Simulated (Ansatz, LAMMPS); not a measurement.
# Electronic structure of liquid 70B2O3-30CaO (mol %) at 1700 K (299 atoms)

Wanted: forces, charges and levels of liquid 70B2O3-30CaO (mol %) at 1700 K (299 atoms).

Calculated with Ansatz 0.2.0; Kohn-Sham DFT, r2SCAN, PAW (set soft_2), plane waves.

### 1. Starting point

The cell holds 299 atoms: 102 B, 22 Ca and 175 O. Cell: a = 15.001 Å, b = 15.001 Å, c = 15.001 Å, α = 90.0°, β = 90.0°, γ = 90.0°. 299 atoms (102 B, 22 Ca, 175 O) placed at random at 2.2 g/cm³, melted at 3000 K for 20 ps at fixed volume with the Buckingham and Coulomb pair potential of Guillot and Sator (Geochim. Cosmochim. Acta 71, 1249 (2007)) with the boron terms of Wang et al. (J. Non-Cryst. Solids 498, 294 (2018)). Snapshot at the end of a hold of 10 ps at 1700 K and zero pressure.

What the set-up can't give: The network of bonds at the start is that of the classical potential that made the cell, and needn't be the one that DFT or experiment would give. Only the Γ point is sampled, in a cell whose shortest periodic width is 15 Å.

### 2. How the cell was made

A classical potential makes the cell, at a small fraction of what the same run would cost in DFT.

This step: classical MD, Buckingham and Coulomb pair potential of Guillot and Sator (Geochim. Cosmochim. Acta 71, 1249 (2007)) with the boron terms of Wang et al. (J. Non-Cryst. Solids 498, 294 (2018)) (LAMMPS 22 Jul 2025 - Update 4).

File in.lmp:

```
# melt-quench of B102Ca22O175
units metal
atom_style charge
boundary p p p
region box block 0 15.3465 0 15.3465 0 15.3465
create_box 3 box
mass 1 10.8100   # B
mass 2 40.0780   # Ca
mass 3 15.9990   # O
create_atoms 1 random 102 393795 NULL overlap 1.5 maxtry 2000
create_atoms 2 random 22 393802 NULL overlap 1.5 maxtry 2000
create_atoms 3 random 175 393809 NULL overlap 1.5 maxtry 2000
pair_style buck/coul/long 9.0
pair_coeff * * 0.0 1.0 0.0
pair_coeff 1 3 206941.81 0.124 35.0018   # B-O
pair_coeff 2 3 155667.70 0.178 42.2597   # Ca-O
pair_coeff 3 3 9022.79 0.265 85.0921   # O-O
pair_coeff 1 1 484.40 0.35 0.0   # B-B
set type 1 charge 1.4175
set type 2 charge 0.945
set type 3 charge -0.945
kspace_style pppm 1.0e-4
neigh_modify delay 0 every 1 check yes
thermo_style custom step time temp pe press density
thermo_modify norm yes
timestep 0.001
thermo 100
min_style cg
minimize 1e-4 1e-4 200 2000
reset_timestep 0
velocity all create 3000 393796 mom yes dist gaussian
fix lim all nve/limit 0.05
fix lan all langevin 3000 3000 0.1 393797 zero yes
thermo 500
# [... 15 lines left out ...]
compute msd all msd com yes
thermo 2500
fix md all npt temp 1700 1700 0.1 iso 0 0 1
run 10000 post no
print "== T1700: mean square displacement over the hold $(c_msd[4]:%.2f) A^2"
unfix md
uncompute msd
write_dump all custom T1700.dump id type xs ys zs modify sort id
```

The run is started by

```console
> lmp -in in.lmp -log none -nocite
```

What it wrote:

```text
LAMMPS (22 Jul 2025 - Update 4)
Created orthogonal box = (0 0 0) to (15.3465 15.3465 15.3465)
Created 102 atoms
Created 22 atoms
Created 175 atoms
PPPM initialization ...
  G vector (1/distance) = 0.32102683
  grid = 12 12 12
  estimated relative force accuracy = 8.171059e-05
   Step          Time           Temp          PotEng         Press         Density
         0   0              0              1.6555562      1450706.6      2.1979956
       100   0.1            0             -10.649684     -6539.1853      2.1979956
       109   0.109          0             -10.671085     -9903.3581      2.1979956
Loop time of 0.270058 s on 1 MPI rank(s) for 109 steps with 299 atoms
Minimization stats:
  Stopping criterion = energy tolerance
  Energy initial, next-to-last, final =
      1.65555618126344  -10.6700339580429  -10.6710847184131
  Force two-norm initial, final = 808.48449 11.880017
  Iterations, force evaluations = 109 168
[... 10 lines left out ...]
     13332   13.332         3100.7528     -10.426412      25065.372      2.1979956
     16665   16.665         2836.3082     -10.440092      42076.74       2.1979956
[... 2 lines left out ...]
Loop time of 23.4631 s on 1 MPI rank(s) for 20000 steps with 299 atoms
   Step          Time           Temp          PotEng         Press         Density
[... 5 lines left out ...]
Loop time of 11.5564 s on 1 MPI rank(s) for 10000 steps with 299 atoms
   Step          Time           Temp          PotEng         Press         Density
[... 4 lines left out ...]
Loop time of 13.1185 s on 1 MPI rank(s) for 10000 steps with 299 atoms
   Step          Time           Temp          PotEng         Press         Density
[... 2 lines left out ...]
     45000   45             1711.1802     -10.692774     -775.54556      2.3512785
     47500   47.5           1785.8423     -10.66518       2616.0494      2.3218248
     50000   50             1869.3146     -10.685127      18763.697      2.3596631
     51000   51             1792.0624     -10.696781     -9507.4771      2.3536012
Loop time of 13.2256 s on 1 MPI rank(s) for 10000 steps with 299 atoms
== T1700: mean square displacement over the hold 2.29 A^2
```

The job ended after 63 s (1 thread of Arm Neoverse V2, shared host; peak memory 0.071 GiB).

### 3. Plane-wave single point

One self-consistent run at the given positions yields energy and forces.

File input.yaml:

```yaml
crystal:
  lattice:
    - [15.00055, 0.0, 0.0]
    - [0.0, 15.00055, 0.0]
    - [0.0, 0.0, 15.00055]
  atoms:
    - { symbol: B, position: [0.87061, 0.68047, 0.84671] }
    - { symbol: B, position: [0.1893, 0.0402, 0.03735] }
    - { symbol: B, position: [0.69766, 0.57403, 0.25753] }
    - { symbol: B, position: [0.65602, 0.7369, 0.9289] }
    - { symbol: B, position: [0.26349, 0.50663, 0.55243] }
    - { symbol: B, position: [0.44397, 0.48376, 0.89507] }
    - { symbol: B, position: [0.28145, 0.65833, 0.81066] }
    - { symbol: B, position: [0.71907, 0.67155, 0.56356] }
    - { symbol: B, position: [0.79325, 0.00771, 0.93305] }
    - { symbol: B, position: [0.60494, 0.54097, 0.66672] }
    - { symbol: B, position: [0.32597, 0.97266, 0.73318] }
    - { symbol: B, position: [0.88327, 0.06572, 0.23715] }
    - { symbol: B, position: [0.01588, 0.79382, 0.86864] }
    - { symbol: B, position: [0.02413, 0.45094, 0.74411] }
    - { symbol: B, position: [0.35844, 0.8425, 0.27104] }
    - { symbol: B, position: [0.45496, 0.87617, 0.52835] }
    - { symbol: B, position: [0.82715, 0.25822, 0.27433] }
    - { symbol: B, position: [0.84861, 0.98873, 0.3726] }
    - { symbol: B, position: [0.47847, 0.32413, 0.464] }
    - { symbol: B, position: [0.18412, 0.66858, 0.50391] }
    - { symbol: B, position: [0.73428, 0.43862, 0.73032] }
    - { symbol: B, position: [0.60075, 0.07507, 0.29983] }
    - { symbol: B, position: [0.40863, 0.29441, 0.30427] }
    - { symbol: B, position: [0.57657, 0.59609, 0.82958] }
    - { symbol: B, position: [0.4271, 0.99788, 0.29869] }
    - { symbol: B, position: [0.6327, 0.29349, 0.88154] }
    - { symbol: B, position: [0.78045, 0.72583, 0.31233] }
    - { symbol: B, position: [0.95017, 0.53321, 0.38675] }
    - { symbol: B, position: [0.075, 0.3464, 0.02705] }
    - { symbol: B, position: [0.43188, 0.60301, 0.55303] }
    - { symbol: B, position: [0.44057, 0.6968, 0.70715] }
    - { symbol: B, position: [0.46112, 0.16846, 0.03372] }
    [... 261 atom lines left out ...]
    - { symbol: O, position: [0.35692, 0.54004, 0.5785] }
    - { symbol: O, position: [0.3567, 0.21339, 0.30667] }
    - { symbol: O, position: [0.54443, 0.69051, 0.11189] }
    - { symbol: O, position: [0.45167, 0.59931, 0.46173] }
    - { symbol: O, position: [0.51768, 0.50256, 0.63549] }
    - { symbol: O, position: [0.05982, 0.20459, 0.83926] }
kpoints:
  mp_grid: { grid: [1, 1, 1] }
hamiltonian:
  xc: r2scan
scf:
  occupations: { method: fermi_dirac, width: 0.146 }
output:
  forces: true
  stress: true
  populations: true
  dos:
    method: { smearing: { sigma: 0.1 } }
    de: 0.1
    projected: { site_lists: { B: [B], Ca: [Ca], O: [O] } }
  eigenvalues: true
  write_density: true
  write_potential: true
  volumetric_format: npy
```

The run is started by

```console
> ansatz run input.yaml --threads 8 --pin off --max-ram 15872MiB --backend cpu --events-out ev --progress --plain --runs-dir out
```

What it wrote:

```text
band count auto-derived: 1105 (N_el = 1576.0; filled up to band 788; 1087 by the electrons, moments and atoms)
Engine: ansatz 0.2.0, aarch64-unknown-linux-gnu
Pseudopotentials: kind: paw
Pseudopotential: B, paw, valence charge 3, recommended cutoff 500 eV (meta_gga), B.paw.azcp
Pseudopotential: Ca, paw, valence charge 10, recommended cutoff 500 eV (meta_gga), Ca.paw.azcp
Pseudopotential: O, paw, valence charge 6, recommended cutoff 500 eV (meta_gga), O.paw.azcp
[... 6 lines on functional and potentials left out ...]
Crystal: 299 atoms, lattice volume = 3375.371 Å³
Basis set: ecut = 500 eV, 85735 PW (Γ), exchange–correlation on 480×480×480 points (64 copies of the dense FFT grid, shifted against one another)
Bands: 1105, of which v1, the nominal top of the filled ones, is band 788 counted from 1 (787 counted from 0)
Symmetry: 1 space group operations
Space group: P1 (ITA 1), of the structure as read, at distance tolerance 1.5e-4 Å
k-points: 1
[... 10 lines on functional and potentials left out ...]
Initial density: superposition of atomic densities (neutral atoms: chi_scale 0, normalization atom), corrected by the library's trained network
Initial wavefunctions: pseudopotential atomic-orbital guess
Functional: x = r2scan, c = r2scan; τ floored in thin density (d = 2e-4 eV/Å³)
SCF iter   1: F=—  HF=-155789.030307 eV  |F-HF|=—  |Δ(HF+E_count)|=         —  Δρ=1.10e-2  dr2=4.28e0  dr2_τ=2.79e1  ethr=1.77e-3  ⟨swp⟩=12.0  Hψ=6335  notcnv=0  defer=115
preconditioner: auto → Resta (q_TF=auto, 2.403 Å⁻¹)  ε∞=3.1  [insulator: Δε(μ)=3.362 eV  Ē_g=17.243 eV  σ=0.146 eV  W_gap=1.00  n_scr=750 (ndim 8)  ℏωp=25.0 eV  f_vac=0.130  D(μ)=0.00/eV (n_scr^D=0)  ε∞_Penn≈3.1]
SCF iter   2: F=—  HF=-155798.394244 eV  |F-HF|=—  |Δ(HF+E_count)|=    9.36e0  Δρ=5.93e-3  dr2=7.80e-1  dr2_τ=9.55e-2  ethr=2.72e-4  ⟨swp⟩=2.0  Hψ=2135  notcnv=0  defer=219
SCF iter   3: F=—  HF=-155798.314517 eV  |F-HF|=—  |Δ(HF+E_count)|=   7.97e-2  Δρ=2.02e-3  dr2=1.20e-1  dr2_τ=1.59e-2  ethr=4.95e-5  ⟨swp⟩=2.0  Hψ=1428  notcnv=0  defer=219
SCF iter   4: F=—  HF=-155798.305951 eV  |F-HF|=—  |Δ(HF+E_count)|=   8.57e-3  Δρ=7.48e-4  dr2=1.48e-2  dr2_τ=3.05e-3  ethr=7.62e-6  ⟨swp⟩=2.0  Hψ=1452  notcnv=0  defer=219
SCF iter   5: F=—  HF=-155798.304861 eV  |F-HF|=—  |Δ(HF+E_count)|=   1.09e-3  Δρ=2.28e-4  dr2=1.60e-3  dr2_τ=1.38e-4  ethr=9.36e-7  ⟨swp⟩=2.0  Hψ=1950  notcnv=0  defer=203
SCF iter   6: F=—  HF=-155798.305561 eV  |F-HF|=—  |Δ(HF+E_count)|=   6.99e-4  Δρ=1.39e-4  dr2=5.51e-4  dr2_τ=7.74e-5  ethr=1.01e-7  ⟨swp⟩=3.0  Hψ=1691  notcnv=0  defer=203
SCF iter   7: F=—  HF=-155798.305532 eV  |F-HF|=—  |Δ(HF+E_count)|=   2.85e-5  Δρ=3.08e-5  dr2=2.82e-5  dr2_τ=3.40e-6  ethr=3.49e-8  ⟨swp⟩=3.0  Hψ=1638  notcnv=0  defer=203
SCF iter   8: F=—  HF=-155798.305740 eV  |F-HF|=—  |Δ(HF+E_count)|=   2.08e-4  Δρ=1.78e-5  dr2=9.34e-6  dr2_τ=1.18e-6  ethr=1.79e-9  ⟨swp⟩=3.0  Hψ=1745  notcnv=0  defer=203
SCF iter   9: F=—  HF=-155798.305741 eV  |F-HF|=—  |Δ(HF+E_count)|=   2.97e-7  Δρ=5.36e-6  dr2=9.45e-7  dr2_τ=9.85e-8  ethr=5.92e-10  ⟨swp⟩=3.0  Hψ=1481  notcnv=0  defer=203
SCF iter  10: F=—  HF=-155798.305741 eV  |F-HF|=—  |Δ(HF+E_count)|=   2.19e-7  Δρ=1.91e-6  dr2=1.29e-7  dr2_τ=1.14e-8  ethr=6.00e-11  ⟨swp⟩=2.0  Hψ=1665  notcnv=0  defer=203
SCF iter  11: F=-155798.305741 eV  HF=-155798.305741 eV  |F-HF|=5.36e-9  |Δ(HF+E_count)|=   1.16e-7  Δρ=1.15e-6  dr2=4.04e-8  dr2_τ=4.64e-9  ethr=6.35e-12  ⟨swp⟩=24.0  Hψ=9803  notcnv=0
SCF 1 converged in 11 iterations: F = -155798.305741 eV  dr2 = 4.04e-8
  greatest PAW one-centre occupation: 0.995 electrons in one spin orbital (limit 2), on the Ca atom at site 106 (counted from 0), in its partial waves of l = 0
SCF converged after 11 iterations
Free energy (F): -155798.305741 eV
Harris-Foulkes:  -155798.305741 eV  (|F-HF|=5.36e-9)
Internal energy: -155798.304593 eV  (E = F + TS)
E sigma→0 (E₀):  -155798.305167 eV
Entropy (-TS):   -0.001148 eV (-0.004 meV/atom)
Fermi energy:    5.775672 eV
--- Per-component energies (eV) ---
  E_band       = -10668.366025
  E_kinetic    = 41820.124420
  E_local      = -107951.392813  (includes V_loc(G=0)·N_el)
  E_nonlocal   = 10808.116991
  E_hartree    = 38994.589947
  E_xc         = -18870.659438
  E_vxc        = -26797.764302  (∫ρ·V_xc dr)
  E_paw        = -55274.517331  (= ΣΔE_a)
  E_vpaw       = -8245.420864  (= ΣTr[D̂ρ^β])
  E_aug_tail   = 0.185317  (compensation charges beyond the density's cutoff)
  E_vtau       = 1708.582120  (kinetic-family band-sum trace: ∫τ·v_τ [+ j·A + Jᵃ·Aᵃ] dr)
  E_ewald      = -65312.426300
  E_core_change = -12.325386  (= ΣΔE_core)
  E_smearing   = -0.001148  (= −TS)
  E_closure    = -0.000000  (closes the sum)
  Σ components = -155798.305741   (vs F -155798.305741, Δ=0.00e0)
--- Forces (eV/Å), atoms counted from 1 ---
  atom   1  B      1.65336309    -1.46713473     3.23365595
  atom   2  B      0.45682413    -2.92067382     0.60894181
  atom   3  B     -3.08528870     1.46180082    -0.25184440
  atom   4  B      3.26310519    -1.52389612     2.97866505
  atom   5  B      2.53668000     0.05741281     0.18529001
  atom   6  B      2.83610652    -2.87973482     0.22589159
  atom   7  B     -1.62145902    -1.52648429     3.11220646
  atom   8  B     -2.74470302     0.69058218    -2.18985087
  atom   9  B      1.09410176     4.26814046     0.83819179
  atom  10  B      0.40002775    -2.87842181     1.84076839
  atom  11  B     -1.88612383    -2.19272229    -0.68550647
  atom  12  B      2.80657219     2.92901159    -1.66474218
  atom  13  B      0.54103579     1.07570931    -0.49192267
  atom  14  B     -0.18671884    -2.52696236     4.64751616
[...]
atom 298  O      0.41148018    -0.90204859    -2.03185815
  atom 299  O      0.12192765     1.43451656     0.15264716
  max |Σ_I F_I| component: 1.67e-4 eV/Å
--- Stress (GPa, compression-positive) ---
      -12.965239      -1.420128      -0.266678
       -1.420129     -11.825194      -1.548786
       -0.266677      -1.548789     -11.617777
  P = ⅓ Tr σ = -12.1361 GPa (-121.361 kbar)
--- Band table (eV) ---
  k-point 0: bands = ["-39.1123", "-38.6404", "-38.5911", "-38.4381", [... 1089 levels ...], "14.5161", "14.5367", "14.5628", "14.5777", "14.5933", "14.6201", "14.6432", "14.6474", "14.6754", "14.7026", "14.7369", "14.7396"]
--- Löwdin populations: 299 sites ---
  site symbol       q [e]
     0      B      2.3435
     1      B      2.3169
     2      B      2.2538
[...]
298      O      6.7569
  spilling = 0.009593 (of n_electrons = 1576.000000)
```

Run time: 5.7 min. Hardware: 8 threads of Arm Neoverse V2, shared host; peak memory 13 GiB; 44 min of CPU time.

Reading the cycles: dr2 is the Hartree energy of the density residual (eV), the measure of convergence; HF is the Harris–Foulkes estimate of the energy, which meets the free energy F at convergence.

The program notes that it cut back its work space to fit the memory limit.

The run gave:

```
free energy                                      : -155798.3057 eV
free energy per atom                             : -521.0646 eV/atom
SCF cycles                                       : 11
pressure                                         : -12.14 GPa
r.m.s. force component                           : 1.584 eV/Å
longest force                                    : 6.383 eV/Å
Fermi energy                                     : 5.776 eV
gap (highest filled to lowest empty level) : 2.678 eV
spilling of the projection                       : 0.009593
```

Neighbours are counted within 1.83 Å (O-B), 3.22 Å (O-Ca).

Length of the force by element and coordination:

| element | coordination | atoms | mean length of the force (eV/Å) | spread | least | most |
| --- | --- | --- | --- | --- | --- | --- |
| B | all | 102 | 3.04 | 1.29 | 0.761 | 6.38 |
| B | 3 | 79 | 2.97 | 1.26 | 0.761 | 6.20 |
| B | 4 | 23 | 3.27 | 1.36 | 1.27 | 6.38 |
| Ca | all | 22 | 1.44 | 0.551 | 0.627 | 2.66 |
| Ca | 6 | 1 | 1.40 | 0 | 1.40 | 1.40 |
| Ca | 7 | 7 | 1.68 | 0.754 | 0.627 | 2.66 |
| Ca | 8 | 5 | 1.57 | 0.322 | 1.25 | 2.19 |
| Ca | 9 | 4 | 0.965 | 0.144 | 0.788 | 1.16 |
| Ca | 10 | 3 | 1.51 | 0.371 | 0.992 | 1.82 |
| Ca | 11 | 1 | 1.21 | 0 | 1.21 | 1.21 |
| Ca | 12 | 1 | 0.980 | 0 | 0.980 | 0.980 |
| O | all | 175 | 2.21 | 1.16 | 0.184 | 6.22 |
| O | 2 | 50 | 2.30 | 1.24 | 0.184 | 5.99 |
| O | 3 | 90 | 2.23 | 1.09 | 0.270 | 5.75 |
| O | 4 | 32 | 2.00 | 1.25 | 0.423 | 6.22 |
| O | 5 | 3 | 2.27 | 0.364 | 1.83 | 2.72 |

Löwdin charges by element and coordination (they lack the spilled electrons, 0.051 e an atom on average):

| element | coordination | atoms | mean charge (e) | spread | least | most |
| --- | --- | --- | --- | --- | --- | --- |
| B | all | 102 | 0.655 | 0.057 | 0.473 | 0.768 |
| B | 3 | 79 | 0.668 | 0.0548 | 0.473 | 0.768 |
| B | 4 | 23 | 0.610 | 0.0381 | 0.480 | 0.669 |
| Ca | all | 22 | 1.83 | 0.0148 | 1.79 | 1.85 |
| Ca | 6 | 1 | 1.84 | 0 | 1.84 | 1.84 |
| Ca | 7 | 7 | 1.82 | 0.0167 | 1.79 | 1.85 |
| Ca | 8 | 5 | 1.82 | 0.0147 | 1.80 | 1.85 |
| Ca | 9 | 4 | 1.82 | 0.0137 | 1.81 | 1.84 |
| Ca | 10 | 3 | 1.84 | 0.0077 | 1.83 | 1.85 |
| Ca | 11 | 1 | 1.83 | 0 | 1.83 | 1.83 |
| Ca | 12 | 1 | 1.83 | 0 | 1.83 | 1.83 |
| O | all | 175 | -0.525 | 0.102 | -0.881 | -0.379 |
| O | 2 | 50 | -0.492 | 0.107 | -0.776 | -0.379 |
| O | 3 | 90 | -0.531 | 0.0986 | -0.881 | -0.413 |
| O | 4 | 32 | -0.558 | 0.0903 | -0.835 | -0.456 |
| O | 5 | 3 | -0.536 | 0.043 | -0.597 | -0.500 |

States in the cell by windows of 1 eV, zero at the Fermi level; the larger projections on atomic orbitals stand beside the total:

| from (eV) | to (eV) | total | O p | B p |
| --- | --- | --- | --- | --- |
| -18 | -17 | 0.3 | 0.0 | 0.0 |
| -17 | -14 | 0.0 | 0.0 | 0.0 |
| -14 | -13 | 17.0 | 12.1 | 1.0 |
| -13 | -12 | 43.2 | 30.4 | 3.8 |
| -12 | -11 | 55.2 | 38.3 | 8.2 |
| -11 | -10 | 69.9 | 48.0 | 15.8 |
| -10 | -9 | 76.1 | 51.9 | 20.0 |
| -9 | -8 | 59.9 | 41.5 | 15.4 |
| -8 | -7 | 82.0 | 60.4 | 16.8 |
| -7 | -6 | 111.3 | 90.4 | 13.8 |
| -6 | -5 | 147.2 | 129.4 | 10.2 |
| -5 | -4 | 153.5 | 141.5 | 6.0 |
| -4 | -3 | 140.8 | 132.7 | 3.5 |
| -3 | -2 | 75.4 | 71.7 | 1.5 |
| -2 | -1 | 18.5 | 17.5 | 0.3 |
| -1 | 1 | 0.0 | 0.0 | 0.0 |
| 1 | 2 | 12.5 | 1.6 | 4.4 |
| 2 | 3 | 40.2 | 4.1 | 12.8 |
| 3 | 4 | 106.9 | 8.7 | 28.9 |
| 4 | 5 | 127.3 | 9.6 | 29.0 |

Between -26 and -18 eV lie 482 more states.

The levels nearest the highest filled one (over half full), pooled over k-points and spins:

| level less the highest filled one (eV) | occupation |
| --- | --- |
| -0.495 | 2 |
| -0.461 | 2 |
| -0.334 | 2 |
| -0.292 | 2 |
| -0.271 | 2 |
| 0 | 2 |
| 2.68 | 0 |
| 2.79 | 0 |
| 2.86 | 0 |
| 3.04 | 0 |
| 3.12 | 0 |
| 3.21 | 0 |

Electrostatic potential energy in the ac plane at fractional y = 0.004, with atoms of B and Ca and O within 0.2 Å of it. With pseudopotentials it is smooth inside the atoms' cores, unlike the true potential.

Values in eV, 13 rows by 16 columns, each cell a mean:
```
  6   5   9 -18 -13  10  10  -2   7 -10 -22   0 -22 -13   7   9
  8  10  10   1 -15   4  11  11   9   6   6   6  -3   1 -23  -5
 -6   2   9   8 -12  -7   9  10   8 -15 -10   9  10  10   0 -33
  4  -8  -4   7  -2 -17   5  10   9  -7 -21 -11  10  10   6  -4
  0 -31 -23   4  -5   8  10  11  11  11   6  -6  -7 -13 -14 -24
  6   2   1   8  11  11  10   1  10  11  10   7   4  -3   3  -5
  8   7 -16  -2   9  11   9  -6   6  10   9   9  10   9   9   8
  9   2 -10   4  10  10   9   8  10  10  10  10   5 -14  -2   8
  7 -14  -8   9  10   6 -10 -11   1   8   8  10   6 -14  -3   8
  4 -26  -5   8   9   7  -8  -8   7   7   8  10   9   6   3   7
 10   9   9   6   6   5   1  -4   1   5   7   5   4 -18  -8   9
 11  11   7 -21   2   3  -7 -26  -9   4   6  -4 -22 -12   6  11
 -3 -17   0 -13   6  11  10   0   6  -8 -19   2 -10 -13   9   9
```
Columns run along a (15.0 Å; values clipped at the 3rd and 97th percentile), rows up along c (15.0 Å). Atoms in or near the plane, at fractional coordinates: B at (0.79, 0.93), B at (0.43, 0.30), B at (0.47, 0.12), B at (0.93, 0.63), B at (0.09, 0.28), B at (0.61, 0.76), B at (0.96, 0.79), Ca at (0.11, 0.66), O at (0.82, 0.61), O at (0.23, 0.96), O at (0.86, 0.16), O at (0.91, 0.87).

Valence density in the ac plane at fractional y = 0.004, with atoms of B and Ca and O within 0.2 Å of it. It is the smooth field of the valence electrons, not physical close to the nuclei.

Ten steps, logarithmic in the rise over the least value, from '0' (0.0 e/Å³) to '9' (6.4 e/Å³), each cell a mean:
```
2467532358996310025786422589862235665311111
1222111247875310012443211245432455444355532
1222110123555531000111122211123455433589853
4566421112468863100001234432112333212578864
5677521001368874210001234543321110001235544
4444321001235553211000124445665310000013455
4224554212455543221000012346898531100113565
3247998434687542110000001124787543444334555
2247997423676421000000000011344445898544444
3213453211222100011222100000112235898644554
3211135543100000124675322110000112444223565
2101247874200000135776433211000000011012344
1001246764210000013454221110000011100111111
0012355542100000001111100000101233322332211
0024787531000011111112221011111355544453210
0125787420001245543345653222211234445554210
0134554210001356654456654333321111123443210
1234443100001234443344432233331000012332100
1133332100111112222221122222221100235653100
0011111234432235654334455422234433469985200
0000001478863357876545677532367754568874200
0122212478853235664444555321346554554431000
2467543456532111223343222244432236786310001
4699853356653100024776322588852236897420001
```
Columns run along a (15.0 Å), rows up along c (15.0 Å). Atoms in or near the plane, at fractional coordinates: B at (0.79, 0.93), B at (0.43, 0.30), B at (0.47, 0.12), B at (0.93, 0.63), B at (0.09, 0.28), B at (0.61, 0.76), B at (0.96, 0.79), Ca at (0.11, 0.66), O at (0.82, 0.61), O at (0.23, 0.96), O at (0.86, 0.16), O at (0.91, 0.87).

Mean Löwdin charges: B +0.65, Ca +1.83, O -0.52 e (they miss 0.96 % of the electrons, so they add up to more than the cell's charge). The largest share in the top eV of filled states is O p (97 % of the projected weight), and in the lowest eV of empty states B p (50 % of the projected weight).

(Part 1 of 2 ends here.)

[Logs are printed without paths, hosts, clocks, repeated set-up lines and the standing remarks that a program may print on its own settings, such as how far it seeks lower states.]

[Hosts, paths, dates, database ids (printed as entryN), source tags and the programs' standing remarks are cut or masked in the printed files.]
